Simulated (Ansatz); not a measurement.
# Phonons of CdS (Greenockite, P6_3mc) against volume

Aim: how do the optical modes of CdS (Greenockite, P6_3mc) move with volume?

Program: Ansatz 0.2.0. Level of theory: DFT LDA, scalar-relativistic, plane waves, PAW; PAW set soft_1. Results are calculated unless marked as measured.

This is a report of a sequence of runs, with most program output left out.

The database entry behind the starting cell differs from later determinations by our own check (about 0.35 % long), so it need not match the best structure at ambient conditions.

### Step 1. Starting point

It takes space group P6_3mc (No. 186, hexagonal). The conventional cell has a = 4.150 Å, b = 4.150 Å, c = 6.737 Å, α = 90.00°, β = 90.00°, γ = 120.00°. Nearest to S lie 4 Cd at 2.53 to 2.54 Å. Nearest to Cd lie 4 S at 2.53 to 2.54 Å. Farther neighbours and most contacts between anions are not listed.

### Step 2. Relaxation

The cell and atoms are relaxed, since residual forces and stress would shift the frequencies.

The input, input.yaml:

```yaml
crystal:
  lattice:
    - [4.15, 0.0, 0.0]
    - [-2.075, 3.5940054257, 0.0]
    - [0.0, 0.0, 6.737]
  atoms:
    - { symbol: S, position: [0.33333333, 0.66666667, 0.375] }
    - { symbol: S, position: [0.66666667, 0.33333333, 0.875] }
    - { symbol: Cd, position: [0.33333333, 0.66666667, 0.0] }
    - { symbol: Cd, position: [0.66666667, 0.33333333, 0.5] }
kpoints:
  mp_grid: { grid: [9, 9, 4] }
hamiltonian:
  xc: lda
  pseudopotentials: { kind: paw, azcp: { folder: soft_1 }, xc_functional: pbe }
scf:
  occupations: { method: gaussian, width: 0.02 }
output:
  forces: true
  stress: true
  eigenvalues: true
relax:
  adjacent_minimum: "off"
  f_tol: 0.005
  max_steps: 80
  cell: { stress_tol: 0.05 }
```

The run is started by

```bash
> ansatz run input.yaml --threads 4 --pin off --max-ram 16384MiB --backend cpu --events-out ev --progress --plain --runs-dir out
```

Elapsed: 5.4 s, on 4 threads of Intel Xeon 6975P-C (Granite Rapids), shared host; peak memory 0.49 GiB.

The steps of the relaxation:

| step | energy less that of the first step (eV) | largest force component (eV/Å) | pressure (GPa) | volume (Å³) |
| --- | --- | --- | --- | --- |
| 1 | 0.0000 | 0.0617 | -3.11 | 100.48 |
| 2 | -0.0531 | 0.0156 | 0.24 | 95.08 |
| 3 | -0.0533 | 0.0059 | -0.02 | 95.44 |
| 4 | -0.0534 | 0.0001 | 0.00 | 95.42 |
| 5* | -0.0526 | 0.0001 | 0.00 | 95.42 |

Relaxation steps marked * repeat the geometry before them on a plane-wave basis chosen anew for their cell, so energy and pressure can jump there.

Forces are held to the 12 operations that the run works with; a distortion that breaks them can't arise in this run.

| conventional cell, symmetrised | before | after | change |
| --- | --- | --- | --- |
| a (Å) | 4.150 | 4.074 | -1.8 % |
| b (Å) | 4.150 | 4.074 | -1.8 % |
| c (Å) | 6.737 | 6.639 | -1.5 % |
| volume (Å³/atom) | 25.12 | 23.85 | -5.0 % |

The relaxed structure:

```xyz
4
Lattice="4.0738 0.0000 0.0000 -2.0369 3.5281 0.0000 0.0000 0.0000 6.6388" Properties=species:S:1:pos:R:3 pbc="T T T"
S     0.0000    2.3520    2.4931
S     2.0369    1.1760    5.8125
Cd    0.0000    2.3520   -0.0036
Cd    2.0369    1.1760    3.3158
```

Numbers from this step:

* pressure: -0.001773 GPa
* gap on the k-mesh: 1.026 eV
* volume per atom: 23.85 Å³

In this step the volume went from 25.12 to 23.85 Å³/atom.

### Step 3. Tight relaxation

A first tight relaxation and response on 9×9×4 k points, not shown, drew a warning on the mesh, so the tight relaxation is repeated on 15×15×8 points.

input.yaml, the sections that differ from step 2:

```yaml
crystal:
  lattice:
    - [4.0738438524, 0.0, 0.0]
    - [-2.0369219262, 3.5280522672, 0.0]
    - [0.0, 0.0, 6.6387621966]
  atoms:
    - { symbol: S, position: [0.3333333333, 0.6666666667, 0.3755358076] }
    - { symbol: S, position: [0.6666666667, 0.3333333333, 0.8755358076] }
    - { symbol: Cd, position: [0.3333333333, 0.6666666667, -0.0005358076] }
    - { symbol: Cd, position: [0.6666666667, 0.3333333333, 0.4994641924] }
kpoints:
  mp_grid: { grid: [15, 15, 8] }
scf:
  occupations: { method: fixed }
relax:
  adjacent_minimum: "off"
  f_tol: 0.001
  max_steps: 60
  cell: { stress_tol: 0.01 }
# hamiltonian, output: as in step 2
```

The job ended after 8.6 s (4 threads; peak memory 0.64 GiB).

Little changed from the start: no atom moved by 0.005 Å and no cell edge by 0.1 %.

This step gave:

```
pressure : -5.15e-4 GPa
```

The largest force component left is 0.11 meV/Å and the pressure is -0.001 GPa, within the tolerances set. The cell now holds 23.85 Å³/atom.

### Step 4. Modes at rest

The modes at rest are the reference of the series, and the response to a field gives the dielectric tensor and the Born charges.

input.yaml: that of step 3 with these lines changed.

```diff
@@ -18,9 +18,7 @@
 output:
-  forces: true
-  stress: true
   eigenvalues: true
-relax:
-  adjacent_minimum: "off"
-  f_tol: 0.001
-  max_steps: 60
-  cell: { stress_tol: 0.01 }
+phonons:
+  method: dfpt
+  dielectric: true
+  rigid_motions: translations
+  raman: true
```

The job ended after 9.5 min (4 threads; peak memory 5.2 GiB).

This step gave:

```
sum-rule residual before enforcement                    : 1.17e-4 eV/Å²
miss of the charge sum rule                             : 0.006302 e
estimated error of the dielectric tensor                : 0.01889
estimated error of the Born charges                     : 0.02418 e
point group                                             : 6mm
highest optical mode at the zone centre (no LO-TO term) : 306.8 cm⁻¹
lowest optical zone-centre mode                         : 42.02 cm⁻¹
mean high-frequency dielectric constant                 : 6.445
largest Born charge (third of the trace)                : -2.098 e
mean static dielectric constant                         : 9.477
top of the zone-centre spectrum with the field          : 306.8 cm⁻¹
```

Without the LO-TO term. Patterns of degenerate modes are one choice out of their space. The modes at Γ (shares of kinetic energy by element, %):

| mode | frequency (cm⁻¹) | symmetry | S % | Cd % |
| --- | --- | --- | --- | --- |
| 1 | 0.0 | acoustic | 22 | 78 |
| 2 | 0.0 | acoustic | 22 | 78 |
| 3 | 0.0 | acoustic | 22 | 78 |
| 4 | 42.0 | E2 | 17 | 83 |
| 5 | 42.0 | E2 | 17 | 83 |
| 6 | 136.9 | B1 | 3 | 97 |
| 7 | 240.6 | A1 | 78 | 22 |
| 8 | 247.6 | E1 | 78 | 22 |
| 9 | 247.6 | E1 | 78 | 22 |
| 10 | 260.7 | E2 | 83 | 17 |
| 11 | 260.7 | E2 | 83 | 17 |
| 12 | 306.8 | B1 | 97 | 3 |

Displacements in mode 4 (42.0 cm⁻¹), the largest set to 1:
```
S1  -0.12 -0.86  0.00
S2   0.12  0.86  0.00
Cd3  0.13  1.00  0.00
Cd4 -0.13 -1.00  0.00
```

Displacements in mode 7 (240.6 cm⁻¹), the largest set to 1:
```
S1   0.00  0.00  1.00
S2   0.00  0.00  1.00
Cd3  0.00  0.00 -0.29
Cd4  0.00  0.00 -0.29
```

Optical modes at the zone centre, without and with the macroscopic field of the longitudinal modes; each column is sorted by frequency, so a row need not hold one and the same mode. Modes with and without the field, by row:

| rank among optical modes | no field (cm⁻¹) | q along (1, 0, 0) (cm⁻¹) | q along (0, 0, 1) (cm⁻¹) |
| --- | --- | --- | --- |
| 1 | 42 | 42 | 42 |
| 2 | 42 | 42 | 42 |
| 3 | 136.9 | 136.9 | 136.9 |
| 4 | 240.6 | 240.6 | 247.6 |
| 5 | 247.6 | 247.6 | 247.6 |
| 6 | 247.6 | 260.7 | 260.7 |
| 7 | 260.7 | 260.7 | 260.7 |
| 8 | 260.7 | 298 | 296 |
| 9 | 306.8 | 306.8 | 306.8 |

Born charge (rows field, columns displacement) (e), principal values of the symmetric part by kind of site:

| atom | atoms with these values | low | middle | high | mean |
| --- | --- | --- | --- | --- | --- |
| S1 | 2 | -2.16 | -2.06 | -2.06 | -2.10 |
| Cd3 | 2 | 2.06 | 2.06 | 2.16 | 2.10 |

In full for Cd3:

```
2.06 0.00 0.00
0.00 2.06 0.00
0.00 0.00 2.16
```

High-frequency dielectric tensor:

```
6.41 0.00 0.00
0.00 6.41 0.00
0.00 0.00 6.51
```

Static dielectric tensor (ions relaxed, fixed cell):

```
9.29 0.00 0.00
0.00 9.29 0.00
0.00 0.00 9.86
```

Transverse modes. Lines of the infrared spectrum (strongest = 100):

| position (cm⁻¹) | label | relative intensity |
| --- | --- | --- |
| 42 | E2 | 0.0 |
| 137 | B1 | 0.0 |
| 241 | A1 | 55 |
| 248 | E1 | 100 |
| 261 | E2 | 0.0 |
| 307 | B1 | 0.0 |

Activity x (w_L - w)^4 (n + 1)/w, 532 nm, 300 K; the tensors are static ones, while 532 nm light lies above the computed direct gap, where resonance would change the heights; modes without the macroscopic field alone. Lines of the Raman spectrum (strongest = 100):

| position (cm⁻¹) | label | relative intensity |
| --- | --- | --- |
| 42 | E2 | 87 |
| 137 | B1 | 0.0 |
| 241 | A1 | 100 |
| 248 | E1 | 63 |
| 261 | E2 | 45 |
| 307 | B1 | 0.0 |

Before it was imposed, the acoustic sum rule was missed by 1.2e-4 eV/Å² and the charge sum rule by 0.0063 e. Small misses are needed for a sound result but don't prove that mesh and cutoff are converged. The lowest optical mode is real, 42.0 cm⁻¹.

The log warns of the k mesh: “the force constants stand on the 15×15×8 k-mesh, whose period is 11.82 times the interband length at k = (0.0000, 0.0000, 0.0000), direct gap 1.026 eV, under 14: take them and everything formed from them as unconverged”. So the frequencies of this run count as unconverged too.

### Step 5. A member of the series: 1.06 times the volume at rest

The cell is set to 1.06 times the volume at rest, and shape and atoms relax at that volume.

The input, input.yaml:

```yaml
crystal:
  lattice:
    - [4.1544112943, 0.0, 0.0]
    - [-2.0772056472, 3.5978257186, 0.0]
    - [0.0, 0.0, 6.7667908686]
  atoms:
    - { symbol: S, position: [0.3333333333, 0.6666666667, 0.3756362276] }
    - { symbol: S, position: [0.6666666667, 0.3333333333, 0.8756362276] }
    - { symbol: Cd, position: [0.3333333333, 0.6666666667, -0.0006362276] }
    - { symbol: Cd, position: [0.6666666667, 0.3333333333, 0.4993637724] }
kpoints:
  mp_grid: { grid: [15, 15, 8] }
hamiltonian:
  xc: lda
  pseudopotentials: { kind: paw, azcp: { folder: soft_1 }, xc_functional: pbe }
scf:
  occupations: { method: gaussian, width: 0.02 }
output:
  forces: true
  stress: true
  eigenvalues: true
relax:
  adjacent_minimum: "off"
  f_tol: 0.001
  max_steps: 60
  cell: { stress_tol: 0.01, fix: [volume] }
```

The job ended after 17 s (4 threads; peak memory 0.69 GiB; 66 s of CPU time).

Little changed from the start: no atom moved by 0.005 Å and no cell edge by 0.1 %.

Numbers from this step:

| Quantity | Value |
| --- | --- |
| pressure | -3.452 GPa |
| gap on the k-mesh | 0.8959 eV |
| volume per atom | 25.29 Å³ |

The largest force component left is 0.064 meV/Å, at a pressure of -3.45 GPa.

### Step 6. Zone-centre modes of the member: 1.06 times the volume at rest

The zone-centre modes follow for 1.06 times the volume at rest, with the response to a field.

input.yaml, the sections that differ from step 5:

```yaml
crystal:
  lattice:
    - [4.1547654602, 0.0, 0.0]
    - [-2.0773827301, 3.5981324353, 0.0]
    - [0.0, 0.0, 6.7656372706]
  atoms:
    - { symbol: S, position: [0.3333333333, 0.6666666667, 0.3757076662] }
    - { symbol: S, position: [0.6666666667, 0.3333333333, 0.8757076662] }
    - { symbol: Cd, position: [0.3333333333, 0.6666666667, -0.0007076662] }
    - { symbol: Cd, position: [0.6666666667, 0.3333333333, 0.4992923338] }
scf:
  occupations: { method: fixed }
output:
  eigenvalues: true
phonons:
  method: dfpt
  dielectric: true
  rigid_motions: translations
# kpoints, hamiltonian: as in step 5
# relax: removed
```

The job ended after 3.7 min (4 threads; peak memory 5.5 GiB; 14 min of CPU time).

Numbers from this step:

```yaml
sum_rule_residual_before_enforcement: 6.01e-5 eV/Å²
miss_of_the_charge_sum_rule: 0.001966 e
estimated_error_of_the_dielectric_tensor: 0.02653
estimated_error_of_the_born_charges: 0.02290 e
highest_optical_mode_at_the_zone_centre_no_lo_to_term: 281.4 cm⁻¹
lowest_optical_zone_centre_mode: 47.88 cm⁻¹
mean_high_frequency_dielectric_constant: 6.575
largest_born_charge_third_of_the_trace: -2.170 e
mean_static_dielectric_constant: 10.38
top_of_the_zone_centre_spectrum_with_the_field: 281.4 cm⁻¹
```

Without the LO-TO term. Patterns of degenerate modes are one choice out of their space. The modes at Γ (shares of kinetic energy by element, %):

| mode | frequency (cm⁻¹) | symmetry | S % | Cd % |
| --- | --- | --- | --- | --- |
| 1 | 0.0 | acoustic | 22 | 78 |
| 2 | 0.0 | acoustic | 22 | 78 |
| 3 | 0.0 | acoustic | 22 | 78 |
| 4 | 47.9 | E2 | 16 | 84 |
| 5 | 47.9 | E2 | 16 | 84 |
| 6 | 129.7 | B1 | 2 | 98 |
| 7 | 214.7 | A1 | 78 | 22 |
| 8 | 222.6 | E1 | 78 | 22 |
| 9 | 222.6 | E1 | 78 | 22 |
| 10 | 233.8 | E2 | 84 | 16 |
| 11 | 233.8 | E2 | 84 | 16 |
| 12 | 281.4 | B1 | 98 | 2 |

Displacements in mode 5 (47.9 cm⁻¹), the largest set to 1:
```
S1  -0.06 -0.81  0.00
S2   0.06  0.81  0.00
Cd3  0.08  1.00  0.00
Cd4 -0.08 -1.00  0.00
```

Displacements in mode 11 (233.8 cm⁻¹), the largest set to 1:
```
S1   0.02 -1.00  0.00
S2  -0.02  1.00  0.00
Cd3  0.00 -0.23  0.00
Cd4  0.00  0.23  0.00
```

Transverse modes. Infrared lines, with heights relative to the strongest:

| position (cm⁻¹) | label | relative intensity |
| --- | --- | --- |
| 48 | E2 | 0.0 |
| 130 | B1 | 0.0 |
| 215 | A1 | 55 |
| 223 | E1 | 100 |
| 234 | E2 | 0.0 |
| 281 | B1 | 0.0 |

Without the LO-TO term the lowest optical mode is real, 47.9 cm⁻¹, and the highest lies at 281.4 cm⁻¹.

The log warns of the k mesh: “the force constants stand on the 15×15×8 k-mesh, whose period is 11.16 times the interband length at k = (0.0000, 0.0000, 0.0000), direct gap 0.896 eV, under 14: take them and everything formed from them as unconverged”. So the frequencies of this run count as unconverged too.

### Step 7. Relaxation of a member: 0.9 times the volume at rest

The cell is set to 0.9 times the volume at rest, and shape and atoms relax at that volume.

The input, input.yaml:

```yaml
crystal:
  lattice:
    - [3.9289469169, 0.0, 0.0]
    - [-1.9644734584, 3.4025678401, 0.0]
    - [0.0, 0.0, 6.4237119306]
  atoms:
    - { symbol: S, position: [0.3333333333, 0.6666666667, 0.3749697431] }
    - { symbol: S, position: [0.6666666667, 0.3333333333, 0.8749697431] }
    - { symbol: Cd, position: [0.3333333333, 0.6666666667, 3.02569e-05] }
    - { symbol: Cd, position: [0.6666666667, 0.3333333333, 0.5000302569] }
kpoints:
  mp_grid: { grid: [15, 15, 8] }
hamiltonian:
  xc: lda
  pseudopotentials: { kind: paw, azcp: { folder: soft_1 }, xc_functional: pbe }
scf:
  occupations: { method: gaussian, width: 0.02 }
output:
  forces: true
  stress: true
  eigenvalues: true
relax:
  adjacent_minimum: "off"
  f_tol: 0.001
  max_steps: 60
  cell: { stress_tol: 0.01, fix: [volume] }
```

Elapsed: 18 s, on 4 threads; peak memory 0.64 GiB; 69 s of CPU time.

The steps of the relaxation:

| step | energy less that of the first step (eV) | largest force component (eV/Å) | pressure (GPa) | volume (Å³) |
| --- | --- | --- | --- | --- |
| 1 | 0.0000 | 0.0042 | 9.07 | 85.88 |
| 2 | 0.0000 | 0.0044 | 9.07 | 85.88 |
| 3 | 0.0000 | 0.0002 | 9.07 | 85.88 |
| 4* | 0.0000 | 0.0002 | 9.07 | 85.88 |

Relaxation steps marked * repeat the geometry before them on a plane-wave basis chosen anew for their cell, so energy and pressure can jump there.

The run keeps the 12 symmetry operations that it works with, so distortions that break them were not tested.

| conventional cell, symmetrised | before | after | change |
| --- | --- | --- | --- |
| a (Å) | 3.929 | 3.927 | -0.1 % |
| b (Å) | 3.929 | 3.927 | -0.1 % |
| c (Å) | 6.424 | 6.432 | +0.1 % |
| volume (Å³/atom) | 21.47 | 21.47 | -0.0 % |

Final coordinates:

```xyz
4
Lattice="3.9265 0.0000 0.0000 -1.9633 3.4005 0.0000 0.0000 0.0000 6.4317" Properties=species:S:1:pos:R:3 pbc="T T T"
S     0.0000    2.2670    2.4098
S     1.9633    1.1335    5.6256
Cd    0.0000    2.2670    0.0021
Cd    1.9633    1.1335    3.2180
```

This step gave:

```
pressure          : 9.070 GPa
gap on the k-mesh : 1.239 eV
volume per atom   : 21.47 Å³
```

The largest force component left is 0.19 meV/Å, at a pressure of 9.07 GPa.

(Part 1 of 2 ends here.)

[Logs are printed without paths, hosts, clocks, repeated set-up lines and the standing remarks that a program may print on its own settings, such as how far it seeks lower states.]

[Hosts, paths, dates, database ids (printed as entryN), source tags and the programs' standing remarks are cut or masked in the printed files.]
